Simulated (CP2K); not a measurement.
Consider formamidine at its PBE geometry (Å).

```xyz
7

N     0.1945    0.7566   -0.4679
C    -0.0731   -0.5597   -0.1497
N    -0.5601   -1.0423    0.9357
H     0.2175    1.4424    0.2811
H     0.8039    0.9523   -1.2546
H     0.1348   -1.2483   -0.9795
H    -0.7174   -0.3009    1.6348
```

Method: CP2K XAS_TDP, all-electron GAPW, PBEh(45%), aug-cc-pVTZ, TDA, no relativity.

Q: Predict the bright core excitations at the N K edge.

Leading lines: N1 398.07 eV and N3 394.74 eV. The leading line of an atom is its first one with 35 % of the strongest within 2.5 eV of its lowest line over the strength cut. 

The first six lines of each atom with a strength over 0.0015:

| atom | energy (eV) | states | strength, one atom |
| --- | --- | --- | --- |
| N1 (bonded to C and 2 H) | 397.82 | 1 | 0.0088 |
|  | 398.07 | 1 | 0.0175 |
|  | 398.56 | 1 | 0.0254 |
|  | 400.14 | 1 | 0.0063 |
|  | 400.50 | 1 | 0.0060 |
|  | 400.67 | 1 | 0.0052 |
| N3 (bonded to C and H) | 394.74 | 1 | 0.0442 |
|  | 396.94 | 1 | 0.0150 |
|  | 397.83 | 1 | 0.0019 |
|  | 398.93 | 1 | 0.0019 |
|  | 399.10 | 1 | 0.0052 |
|  | 399.22 | 1 | 0.0071 |

Lines are vertical, at one geometry, with no vibrational structure. Without a correction of the core level, line positions, and the gaps between valence and Rydberg lines, follow the share of exact exchange. At this level such K lines come out 3 to 6 eV under measured ones. These values hold no scalar relativity, about 0.2 eV for N 1s. Rydberg lines, and the discretised continuum above threshold, depend on the basis and the box.

[Banner, clock and machine lines of the logs are left out without a mark of their own.]

[Logs are printed without paths, hosts, clocks, repeated set-up lines and the standing remarks that a program may print on its own settings, such as how far it seeks lower states.]

[Hosts, paths, dates, database ids (printed as entryN), source tags and the programs' standing remarks are cut or masked in the printed files.]
